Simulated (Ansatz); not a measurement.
# Gate voltage at the highest density: bismuthene monolayer

A layer charged from two gates alike needs a voltage that grows with the carrier density; the slope is e over the total capacitance.

How it was computed: Ansatz 0.2.0, plane waves with PAW datasets (its set soft_2), PBE-D3(BJ); isolated slab, charged sheets 6 Å from the outer atoms behind model barriers, atoms held, Fermi-Dirac smearing of 0.05 eV. The voltage is that of the gates (their mean) against the layer's Fermi level, from the uncharged case, which has a gap of 0.59 eV.

```tsv
run	added electrons (10¹³ per cm²)	gate voltage (V)
run 1	0.50	0.53
run 2	2.00	1.19
run 3	6.00	?
```

Q: Estimate the withheld value from the rows shown.

Two rows fix a line: slope = (1.19 − 0.53) / (2.00 − 0.50) = 0.4400, intercept 0.3100. The capacitance is 1.602/0.4400 = 3.64 µF/cm², against 2.95 µF/cm² for plates 6 Å apart in vacuum on both sides; it is the larger, as where the added charge has its centre outside the outer atoms (not examined here). The intercept is mostly the shift of the Fermi level from inside the gap to the band edge. At 6.00 it gives 0.4400 × 6.00 + 0.3100 = 2.95 V, beyond the rows fitted. Rounding of the rows alone allows about ±0.032 V there; two rows can't show whether the line holds.

The run itself gives 2.77 V: a miss of −0.18 V, or 6.5 % of the value. The capacitance rises towards the highest density.

Caveats: The gates are model sheets, not atoms, and low densities sample few k-points. Spin-orbit coupling is left out, which changes the bands of elements this heavy.

[Logs are printed without paths, hosts, clocks, repeated set-up lines and the standing remarks that a program may print on its own settings, such as how far it seeks lower states.]
